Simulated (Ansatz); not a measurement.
**A hypothetical structure for Nb2BN**

This structure for Nb2BN is made up. Its elements were placed in a known structure type with a cell scaled to their sizes. What cell does the guess relax to, and how far off was it?

Program: Ansatz 0.2.0. Level of theory: DFT, r2SCAN, plane-wave PAW, files of the set soft_1, scalar-relativistic, no spin, cell and ions relaxed at zero pressure; PAW set soft_1, in the first sound run; inputs show where later runs differ. Results are calculated unless marked as measured.

### Step 1. Set-up

The structure is trigonal, space group R-3m (No. 166). Conventional cell: a = 3.000 Å, b = 3.000 Å, c = 14.881 Å, α = 90.00°, β = 90.00°, γ = 120.00°. Nearest to Nb lie 3 B at 2.12 Å and 3 N at 2.14 Å. Nearest to N lie 6 Nb at 2.14 Å. Nearest to B lie 6 Nb at 2.12 Å. Farther neighbours and most contacts between anions are not listed.

Coordinates:

```cif
data_structure
_symmetry_space_group_name_H-M 'P 1'
_symmetry_Int_Tables_number 1
_cell_length_a 5.2540
_cell_length_b 5.2540
_cell_length_c 5.2540
_cell_angle_alpha 33.177
_cell_angle_beta 33.177
_cell_angle_gamma 33.177
_cell_volume 38.66
loop_
_atom_site_label
_atom_site_type_symbol
_atom_site_fract_x
_atom_site_fract_y
_atom_site_fract_z
_atom_site_occupancy
Nb1 Nb 0.25080 0.25080 0.25080 1
Nb2 Nb 0.74920 0.74920 0.74920 1
N3 N 0.50000 0.50000 0.50000 1
B4 B 0.00000 0.00000 0.00000 1
```

### Step 2. Relaxing cell and atoms

The guess takes its coordinates from another compound and its volume from a rule, so the cell and any free coordinates are relaxed together.

The input, input.yaml:

```yaml
crystal:
  lattice:
    - [1.5, 0.866025404, 4.960333333]
    - [-1.5, 0.866025404, 4.960333333]
    - [0.0, -1.732050808, 4.960333333]
  atoms:
    - { symbol: Nb, position: [0.250800002, 0.250800002, 0.250800002] }
    - { symbol: Nb, position: [0.749199998, 0.749199998, 0.749199998] }
    - { symbol: "N", position: [0.5, 0.5, 0.5] }
    - { symbol: B, position: [0.0, 0.0, 0.0] }
kpoints:
  mp_grid: { grid: [10, 10, 10] }
scf:
  occupations: { method: fermi_dirac, width: 0.05 }
hamiltonian:
  xc: r2scan
  pseudopotentials: { kind: paw, azcp: { folder: soft_1 } }
relax:
  f_tol: 0.015
  max_steps: 70
  cell: {}
output:
  forces: true
  stress: true
```

Run with:

```
$ ansatz run input.yaml --threads 4 --pin off --max-ram 8192MiB --backend cpu --events-out ev --progress --plain --runs-dir out
```

Numbers of over 12 decimals in the logs are rounded to 6 here.

Output:

```text
basis.fft_grid_basis auto: the FFT boxes are laid along the combinations [[1, 0, -1], [0, 1, -1], [0, 0, 1]] of the cell's own vectors, 3.000, 3.000 and 5.254 Å long. The dense box has 24×24×40 points. Along the cell's own vectors, as sized, it would have 40×40×40, 2.78 times as many. Of the 12 symmetry operations that the crystal satisfies within crystal.symmetry.tolerance (time reversal apart; of a slab, those that [...]
Engine: ansatz 0.2.0, x86_64-unknown-linux-gnu
Pseudopotentials: kind: paw
Pseudopotential: Nb, paw, valence charge 13, recommended cutoff 500 eV (meta_gga), soft_1/Nb.paw.azcp
Pseudopotential: N, paw, valence charge 5, recommended cutoff 500 eV (meta_gga), soft_1/N.paw.azcp
Pseudopotential: B, paw, valence charge 3, recommended cutoff 500 eV (meta_gga), soft_1/B.paw.azcp
Functional definition: r2SCAN
  parameter k0 = 0.174
  parameter k1 = 0.065
  parameter a1 = 4.9479
  exchange = r2scan_x(k0 = k0, k1 = k1, a1 = a1)
  correlation = r2scan_c
Crystal: 4 atoms, lattice volume = 38.662 Å³
Basis set: ecut = 500 eV, 1009 PW (Γ), FFT grids on a1−a3, a2−a3, a3, exchange–correlation on 96×96×160 points (64 copies of the dense FFT grid, shifted against one another)
Bands: 21, of which v1, the nominal top of the filled ones, is band 17 counted from 1 (16 counted from 0)
Symmetry: 12 space group operations
Space group: R-3m (ITA 166), of the structure as read, at distance tolerance 3.4e-5 Å
k-points: 116 of 1000
Non-local potential: Nb, projectors of the file, l = 0: 3, l = 1: 2, l = 2: 2, l = 3: 1
Non-local potential: N, projectors of the file, l = 0: 2, l = 1: 2, l = 2: 1
Non-local potential: B, projectors of the file, l = 0: 2, l = 1: 2, l = 2: 1
PAW form: soft (Blöchl's): semilocal exchange-correlation on the pseudo side does not see the compensation charge
PAW frozen core: Nb, regenerated for the run's functional (the file was generated under x = pbe(κ = 0.804, μ = 0.219515), c = pbe(β = 0.066725))
PAW frozen core: N, regenerated for the run's functional (the file was generated under x = pbe(κ = 0.804, μ = 0.219515), c = pbe(β = 0.066725))
PAW frozen core: B, regenerated for the run's functional (the file was generated under x = pbe(κ = 0.804, μ = 0.219515), c = pbe(β = 0.066725))
PAW one-centre angular grid: Nb, 590 points (default); XC on 160 Gauss nodes
PAW one-centre angular grid: N, 302 points (default); XC on 160 Gauss nodes
PAW one-centre angular grid: B, 302 points (default); XC on 223 of its mesh's 2233 points in the sphere
Initial density: superposition of atomic densities (chi_scale 0.1, normalization cell, long waves kept (reshape's long-wave potential 0.08 eV rms))
Initial wavefunctions: pseudopotential atomic-orbital guess
Functional: x = r2scan, c = r2scan; τ floored in thin density (d = 2e-4 eV/Å³)
SCF iter   1: F=—  HF=-9676.487166 eV  |F-HF|=—  |Δ(HF+E_count)|=         —  Δρ=1.66e-1  dr2=2.37e1  dr2_τ=1.07e0  ethr=3.10e-3  ⟨swp⟩=5.7  Hψ=11926  notcnv=0
preconditioner: auto → none  [insulator: Δε(μ)=0.120 eV  Ē_g=19.491 eV  σ=0.050 eV  W_gap=0.54  n_scr=16 (ndim 8)  ℏωp=32.7 eV  f_vac=0.000  D(μ)=0.53/eV (n_scr^D=2)  ε∞_Penn≈3.8]
SCF iter   2: F=—  HF=-9674.292217 eV  |F-HF|=—  |Δ(HF+E_count)|=    2.19e0  Δρ=1.13e-1  dr2=1.61e1  dr2_τ=1.23e0  ethr=3.10e-3  ⟨swp⟩=4.2  Hψ=7520  notcnv=0  defer=2
SCF iter   3: F=—  HF=-9670.926675 eV  |F-HF|=—  |Δ(HF+E_count)|=    3.37e0  Δρ=3.48e-2  dr2=5.33e-1  dr2_τ=8.39e-2  ethr=3.10e-3  ⟨swp⟩=4.2  Hψ=6599  notcnv=0
SCF iter   4: F=—  HF=-9670.860548 eV  |F-HF|=—  |Δ(HF+E_count)|=   6.61e-2  Δρ=1.83e-2  dr2=5.31e-2  dr2_τ=5.65e-3  ethr=1.57e-3  ⟨swp⟩=2.0  Hψ=3837  notcnv=0
SCF iter   5: F=—  HF=-9670.886911 eV  |F-HF|=—  |Δ(HF+E_count)|=   2.64e-2  Δρ=5.74e-3  dr2=1.13e-2  dr2_τ=2.53e-3  ethr=1.56e-4  ⟨swp⟩=2.1  Hψ=4398  notcnv=0
SCF iter   6: F=—  HF=-9670.884953 eV  |F-HF|=—  |Δ(HF+E_count)|=   1.96e-3  Δρ=1.08e-3  dr2=4.45e-4  dr2_τ=2.62e-5  ethr=3.32e-5  ⟨swp⟩=2.0  Hψ=3657  notcnv=0
SCF iter   7: F=—  HF=-9670.884888 eV  |F-HF|=—  |Δ(HF+E_count)|=   6.43e-5  Δρ=2.64e-4  dr2=3.16e-5  dr2_τ=5.45e-6  ethr=1.31e-6  ⟨swp⟩=2.2  Hψ=4128  notcnv=0
SCF iter   8: F=—  HF=-9670.884887 eV  |F-HF|=—  |Δ(HF+E_count)|=   1.45e-6  Δρ=1.09e-4  dr2=5.44e-6  dr2_τ=2.52e-7  ethr=9.28e-8  ⟨swp⟩=2.8  Hψ=4272  notcnv=0
SCF iter   9: F=—  HF=-9670.884887 eV  |F-HF|=—  |Δ(HF+E_count)|=   1.10e-7  Δρ=2.12e-5  dr2=1.91e-7  dr2_τ=6.57e-9  ethr=1.60e-8  ⟨swp⟩=2.1  Hψ=3638  notcnv=0
SCF iter  10: F=-9670.884887 eV  HF=-9670.884887 eV  |F-HF|=1.00e-10  |Δ(HF+E_count)|=   1.27e-8  Δρ=1.65e-6  dr2=8.84e-10  dr2_τ=9.67e-11  ethr=2.94e-10  ⟨swp⟩=4.9  Hψ=8787  notcnv=0
SCF 1 converged in 10 iterations: F = -9670.884887 eV  dr2 = 8.84e-10
  greatest PAW one-centre occupation: 1.001 electrons in one spin orbital (limit 2), on the Nb atom at site 1 (counted from 0), in its partial waves of l = 0
relax step   1: F+E_penalty+E_count = -9670.88488681 eV  Δ(F+E_penalty+E_count) = +0.000e0 eV  max|allowed force component| = 2.748e-1 eV/Å  Δτ_max = 0.0000 Å  P = +69.557 GPa  Ω = 38.662 Å³  (10 SCF iters, dr2 threshold 1.00e-7 eV, accepted)
Crystal: 4 atoms, lattice volume = 44.454 Å³
Basis set: ecut = 500 eV, 1105 PW (Γ), FFT grids on a1−a3, a2−a3, a3, exchange–correlation on 96×96×160 points (64 copies of the dense FFT grid, shifted against one another)
Initial density: handed on by an earlier stage of this run
Initial wavefunctions: those handed on with the density
iter 1 solved again at ethr=1.49e-3 eV; its pass at ethr=3.10e-3 eV (dr2=5.05e-1 eV) is discarded
SCF iter   1: F=—  HF=-9671.485615 eV  |F-HF|=—  |Δ(HF+E_count)|=         —  Δρ=2.15e-2  dr2=5.12e-1  dr2_τ=6.94e-1  ethr=1.49e-3  ⟨swp⟩=1.0  Hψ=15456  notcnv=0
preconditioner: auto → Kerker (q_TF=auto, 2.609 Å⁻¹)  [metal: Δε(μ)=0.048 eV  Ē_g=7.846 eV  σ=0.050 eV  W_gap=0.22  n_scr=16 (ndim 8)  ℏωp=23.6 eV  f_vac=0.000  D(μ)=1.06/eV (n_scr^D=2)]
SCF iter   2: F=—  HF=-9672.247687 eV  |F-HF|=—  |Δ(HF+E_count)|=   7.62e-1  Δρ=1.47e-2  dr2=2.09e-1  dr2_τ=3.58e-3  ethr=1.49e-3  ⟨swp⟩=3.0  Hψ=4805  notcnv=0
SCF iter   3: F=—  HF=-9672.216029 eV  |F-HF|=—  |Δ(HF+E_count)|=   3.17e-2  Δρ=7.67e-3  dr2=3.17e-2  dr2_τ=3.88e-3  ethr=6.15e-4  ⟨swp⟩=2.0  Hψ=3946  notcnv=0
SCF iter   4: F=—  HF=-9672.210568 eV  |F-HF|=—  |Δ(HF+E_count)|=   5.46e-3  Δρ=2.13e-3  dr2=2.85e-3  dr2_τ=7.24e-4  ethr=9.33e-5  ⟨swp⟩=2.0  Hψ=4684  notcnv=0
SCF iter   5: F=—  HF=-9672.210504 eV  |F-HF|=—  |Δ(HF+E_count)|=   6.41e-5  Δρ=9.34e-4  dr2=9.42e-4  dr2_τ=2.31e-5  ethr=8.37e-6  ⟨swp⟩=2.1  Hψ=3148  notcnv=0
[...]
Crystal: 4 atoms, lattice volume = 45.653 Å³
Basis set: ecut = 500 eV, 1141 PW (Γ), FFT grids on a1−a3, a2−a3, a3, exchange–correlation on 96×96×160 points (64 copies of the dense FFT grid, shifted against one another)
iter 1 solved again at ethr=3.32e-5 eV; its pass at ethr=3.10e-3 eV (dr2=1.13e-2 eV) is discarded
SCF iter   1: F=—  HF=-9672.221809 eV  |F-HF|=—  |Δ(HF+E_count)|=         —  Δρ=3.28e-3  dr2=1.14e-2  dr2_τ=3.30e-2  ethr=3.32e-5  ⟨swp⟩=1.1  Hψ=14823  notcnv=0
preconditioner: auto → Kerker (q_TF=auto, 2.598 Å⁻¹)  [metal: Δε(μ)=0.008 eV  Ē_g=7.803 eV  σ=0.050 eV  W_gap=0.04  n_scr=16 (ndim 8)  ℏωp=23.3 eV  f_vac=0.000  D(μ)=1.08/eV (n_scr^D=2)]
SCF iter   2: F=—  HF=-9672.259260 eV  |F-HF|=—  |Δ(HF+E_count)|=   3.75e-2  Δρ=2.46e-3  dr2=5.38e-3  dr2_τ=9.77e-5  ethr=3.32e-5  ⟨swp⟩=2.0  Hψ=4636  notcnv=0
SCF iter   3: F=—  HF=-9672.258836 eV  |F-HF|=—  |Δ(HF+E_count)|=   4.24e-4  Δρ=2.02e-3  dr2=2.38e-3  dr2_τ=3.26e-4  ethr=1.58e-5  ⟨swp⟩=2.0  Hψ=3501  notcnv=0
SCF iter   4: F=—  HF=-9672.258425 eV  |F-HF|=—  |Δ(HF+E_count)|=   4.11e-4  Δρ=5.17e-4  dr2=2.30e-4  dr2_τ=1.08e-5  ethr=6.99e-6  ⟨swp⟩=2.0  Hψ=3301  notcnv=0
SCF iter   5: F=—  HF=-9672.258407 eV  |F-HF|=—  |Δ(HF+E_count)|=   1.83e-5  Δρ=2.40e-4  dr2=3.82e-5  dr2_τ=1.90e-6  ethr=6.77e-7  ⟨swp⟩=2.0  Hψ=3478  notcnv=0
SCF iter   6: F=—  HF=-9672.258402 eV  |F-HF|=—  |Δ(HF+E_count)|=   5.37e-6  Δρ=3.56e-5  dr2=8.95e-7  dr2_τ=8.29e-8  ethr=1.12e-7  ⟨swp⟩=2.0  Hψ=3496  notcnv=0
SCF iter   7: F=-9672.258402 eV  HF=-9672.258402 eV  |F-HF|=8.90e-9  |Δ(HF+E_count)|=   1.07e-7  Δρ=7.51e-6  dr2=3.34e-8  dr2_τ=6.67e-10  ethr=1.18e-9  ⟨swp⟩=4.1  Hψ=7983  notcnv=0
SCF 3 converged in 7 iterations: F = -9672.258402 eV  dr2 = 3.34e-8
relax step   3: F+E_penalty+E_count = -9672.25840164 eV  Δ(F+E_penalty+E_count) = -4.791e-2 eV  max|allowed force component| = 1.396e-1 eV/Å  Δτ_max = 0.0084 Å  P = +2.242 GPa  Ω = 45.653 Å³  energy of the carried Pulay correction = -3.597e-3 eV  (7 SCF iters, dr2 threshold 4.00e-7 eV, accepted)
[...]
relax step   4: F+E_penalty+E_count = -9672.25822893 eV  Δ(F+E_penalty+E_count) = +1.727e-4 eV  max|allowed force component| = 7.444e-2 eV/Å  Δτ_max = 0.0066 Å  P = -0.298 GPa  Ω = 46.089 Å³  energy of the carried Pulay correction = -3.802e-3 eV  (6 SCF iters, dr2 threshold 4.00e-7 eV, accepted)
[...]
relax step   5: F+E_penalty+E_count = -9672.26215890 eV  Δ(F+E_penalty+E_count) = -3.930e-3 eV  max|allowed force component| = 3.501e-2 eV/Å  Δτ_max = 0.0003 Å  P = +0.030 GPa  Ω = 46.036 Å³  energy of the carried Pulay correction = -3.777e-3 eV  (4 SCF iters, dr2 threshold 4.00e-7 eV, accepted)
[...]
relax step   6: F+E_penalty+E_count = -9672.26221294 eV  Δ(F+E_penalty+E_count) = -5.404e-5 eV  max|allowed force component| = 1.218e-2 eV/Å  Δτ_max = 0.0009 Å  P = +0.038 GPa  Ω = 46.031 Å³  energy of the carried Pulay correction = -3.775e-3 eV  (5 SCF iters, dr2 threshold 7.66e-8 eV, accepted)
[...]
relax step   7: F+E_penalty+E_count = -9672.26642142 eV  Δ(F+E_penalty+E_count) = -4.208e-3 eV  max|allowed force component| = 1.310e-2 eV/Å  Δτ_max = 0.0000 Å  P = +0.072 GPa  Ω = 46.031 Å³  stress off target by 7.85e-2 GPa  SCF on the basis re-selected at this cell (its energy is not comparable with the rows above)  (7 SCF iters)
[...]
relax step   8: F+E_penalty+E_count = -9672.26642514 eV  Δ(F+E_penalty+E_count) = -3.714e-6 eV  max|allowed force component| = 2.788e-6 eV/Å  Δτ_max = 0.0005 Å  P = -0.001 GPa  Ω = 46.041 Å³  energy of the carried Pulay correction = -4.785e-6 eV  (5 SCF iters, dr2 threshold 1.54e-8 eV, accepted)
iter 1 solved again at ethr=1.97e-8 eV; its pass at ethr=3.10e-3 eV (dr2=6.69e-6 eV) is discarded
SCF iter   1: F=—  HF=-9672.266431 eV  |F-HF|=—  |Δ(HF+E_count)|=         —  Δρ=3.79e-6  dr2=1.23e-8  dr2_τ=1.03e-9  ethr=1.97e-8  ⟨swp⟩=3.3  Hψ=18767  notcnv=0
SCF iter   2: F=—  HF=-9672.266430 eV  |F-HF|=—  |Δ(HF+E_count)|=   6.18e-7  Δρ=2.27e-6  dr2=5.20e-9  dr2_τ=1.88e-10  ethr=3.61e-11  ⟨swp⟩=2.0  Hψ=3422  notcnv=0
SCF iter   3: F=—  HF=-9672.266430 eV  |F-HF|=—  |Δ(HF+E_count)|=  5.46e-12  Δρ=1.18e-6  dr2=1.79e-9  dr2_τ=1.21e-10  ethr=1.53e-11  ⟨swp⟩=2.4  Hψ=3482  notcnv=0
SCF iter   4: F=-9672.266430 eV  HF=-9672.266430 eV  |F-HF|=3.64e-12  |Δ(HF+E_count)|=  3.64e-11  Δρ=2.42e-7  dr2=3.20e-11  dr2_τ=7.52e-12  ethr=1.00e-12  ⟨swp⟩=3.8  Hψ=10886  notcnv=0
SCF 9 converged in 4 iterations: F = -9672.266430 eV  dr2 = 3.20e-11
relax step   9: F+E_penalty+E_count = -9672.26643038 eV  Δ(F+E_penalty+E_count) = -5.240e-6 eV  max|allowed force component| = 2.764e-5 eV/Å  Δτ_max = 0.0000 Å  P = -0.001 GPa  Ω = 46.041 Å³  stress off target by 1.70e-3 GPa  SCF on the basis re-selected at this cell (its energy is not comparable with the rows above)  (4 SCF iters)
basis re-selected at this cell: Δ(F+E_penalty+E_count) = -5.240e-6 eV, ΔP = -0.000 GPa vs the last step (what re-selecting the basis moved, of the pressure what is left beyond the Pulay correction that the steps carried, after the strain that the cell walked since its last selection, with what the two solves' SCF thresholds leave and, on support functions, any second-order correction that the steps lacked; it is no m [...]
SCF converged after 4 iterations
Free energy (F): -9672.266430 eV
Harris-Foulkes:  -9672.266430 eV  (|F-HF|=3.64e-12)
Internal energy: -9672.257583 eV  (E = F + TS)
E sigma→0 (E₀):  -9672.262007 eV
Entropy (-TS):   -0.008847 eV (-2.212 meV/atom)
Fermi energy:    18.112707 eV
--- Per-component energies (eV) ---
  E_band       = -115.701244
  E_kinetic    = 923.209895
  E_local      = -1385.751797  (includes V_loc(G=0)·N_el)
  E_nonlocal   = 228.265851
  E_hartree    = 458.005371
  E_xc         = -411.812506
  E_vxc        = -570.989858  (∫ρ·V_xc dr)
  E_paw        = -6406.592163  (= ΣΔE_a)
  E_vpaw       = -260.647585  (= ΣTr[D̂ρ^β])
  E_aug_tail   = 0.000049  (compensation charges beyond the density's cutoff)
  E_vtau       = 34.201460  (kinetic-family band-sum trace: ∫τ·v_τ [+ j·A + Jᵃ·Aᵃ] dr)
  E_ewald      = -3077.149414
  E_core_change = -0.432868  (= ΣΔE_core)
  E_smearing   = -0.008847  (= −TS)
  E_closure    = 0.000000  (closes the sum)
  Σ components = -9672.266430   (vs F -9672.266430, Δ=0.00e0)
--- Forces (eV/Å), atoms counted from 1 ---
  atom   1  Nb     0.00000000    -0.00000000     0.00002764
  atom   2  Nb     0.00000000     0.00000000    -0.00002764
  atom   3  N      0.00000000     0.00000000     0.00000000
  atom   4  B      0.00000000     0.00000000     0.00000000
  max |Σ_I F_I| component: 6.78e-21 eV/Å
--- Stress (GPa, compression-positive) ---
       -0.000932       0.000000      -0.000000
        0.000000      -0.000932      -0.000000
       -0.000000      -0.000000      -0.001702
  P = ⅓ Tr σ = -0.0012 GPa (-0.012 kbar)
--- Band table (eV; the first three rows and the last of 116) ---
  k-point 0: bands = [... 13 lower, 16.8951, 16.9851, 16.9851, 17.0942, 17.7031, 17.7031, 18.5871, 18.5871]
  k-point 1: bands = [... 13 lower, 15.9159, 16.2002, 16.5333, 16.8907, 17.9499, 18.1155, 19.1644, 19.8327]
  k-point 2: bands = [... 13 lower, 14.5385, 15.2644, 15.9558, 16.8309, 18.5982, 18.8681, 19.7862, 19.8328]
  k-point 115: bands = [... 13 lower, 13.4311, 15.2181, 15.2181, 18.1519, 18.1519, 18.4964, 18.8466, 18.8466]
--- Relaxed structure (7 steps of the walk, 7 accepted, 2 SCFs on fresh bases) ---
  F+E_penalty+E_count = -9672.26643038 eV   max|allowed force component| = 2.764e-5 eV/Å   (the final SCF, on the basis selected at the relaxed cell)
  cell:  # Å, volume = 46.0407 Å³
    - [1.591192, 0.918675, 5.249355]
    - [-1.591192, 0.918675, 5.249355]
    - [0, -1.837350, 5.249355]
  atoms:
    - { symbol: Nb, position: [0.252348, 0.252348, 0.252348] }
    - { symbol: Nb, position: [0.747652, 0.747652, 0.747652] }
    - { symbol: N, position: [0.5, 0.5, 0.500000] }
    - { symbol: B, position: [0, 0, 0] }
```

Run time: 19 s. Hardware: 4 threads of Intel Xeon Platinum 8488C (Sapphire Rapids), shared host; peak memory 0.64 GiB; 70 s of CPU time.

Step by step:

| step | energy less that of the first step (eV) | largest force component (eV/Å) | pressure (GPa) | volume (Å³) |
| --- | --- | --- | --- | --- |
| 1 | 0.0000 | 0.2748 | 69.56 | 38.66 |
| 2 | -1.3256 | 0.2548 | 10.18 | 44.45 |
| 3 | -1.3735 | 0.1396 | 2.24 | 45.65 |
| 4 | -1.3733 | 0.0744 | -0.30 | 46.09 |
| 5 | -1.3773 | 0.0350 | 0.03 | 46.04 |
| 6 | -1.3773 | 0.0122 | 0.04 | 46.03 |
| 7* | -1.3815 | 0.0131 | 0.07 | 46.03 |
| 8 | -1.3815 | 0.0000 | 0.00 | 46.04 |
| 9* | -1.3815 | 0.0000 | 0.00 | 46.04 |

Relaxation steps marked * repeat the geometry before them on a plane-wave basis chosen anew for their cell, so energy and pressure can jump there.

The run keeps the 12 symmetry operations that it works with, so distortions that break them were not tested.

| conventional cell, symmetrised | before | after | change |
| --- | --- | --- | --- |
| a (Å) | 3.000 | 3.182 | +6.1 % |
| b (Å) | 3.000 | 3.182 | +6.1 % |
| c (Å) | 14.881 | 15.748 | +5.8 % |
| volume (Å³/atom) | 9.67 | 11.51 | +19.1 % |

The atoms that moved most (Å, as changes of fractional coordinates times the final cell):

| atom | dx | dy | dz | length |
| --- | --- | --- | --- | --- |
| Nb1 | 0.000 | 0.000 | 0.024 | 0.024 |
| Nb2 | 0.000 | 0.000 | -0.024 | 0.024 |

Final coordinates:

```xyz
4
Lattice="1.5912 0.9187 5.2494 -1.5912 0.9187 5.2494 0.0000 -1.8374 5.2494" Properties=species:S:1:pos:R:3 pbc="T T T"
Nb    0.0000    0.0000    3.9740
Nb    0.0000    0.0000   11.7741
N     0.0000    0.0000    7.8740
B     0.0000    0.0000    0.0000
```

Numbers from this step:

| Property | Result |
| --- | --- |
| free energy | -9672.2664 eV |
| energy at zero smearing | -9672.2620 eV |
| smearing term TS | 0.008847 eV |
| Fermi energy | 18.11 eV |
| electrons | 34 |
| symmetry operations | 12 |
| pressure | -0.001189 GPa |

The shortest distance of each pair, which need not be the same contact before and after:

| pair | guess (Å) | relaxed (Å) |
| --- | --- | --- |
| B–Nb | 2.123 | 2.237 |
| N–Nb | 2.137 | 2.280 |
| Nb–Nb | 3.000 | 3.144 |
| N–N | 3.000 | 3.182 |
| B–B | 3.000 | 3.182 |

The relaxation ends with a largest force component of 2.8e-5 eV/Å and a pressure of 0.00 GPa.

[end of part 1 of 2]

[Logs are printed without paths, hosts, clocks, repeated set-up lines and the standing remarks that a program may print on its own settings, such as how far it seeks lower states.]

[Hosts, paths, dates, database ids (printed as entryN), source tags and the programs' standing remarks are cut or masked in the printed files.]
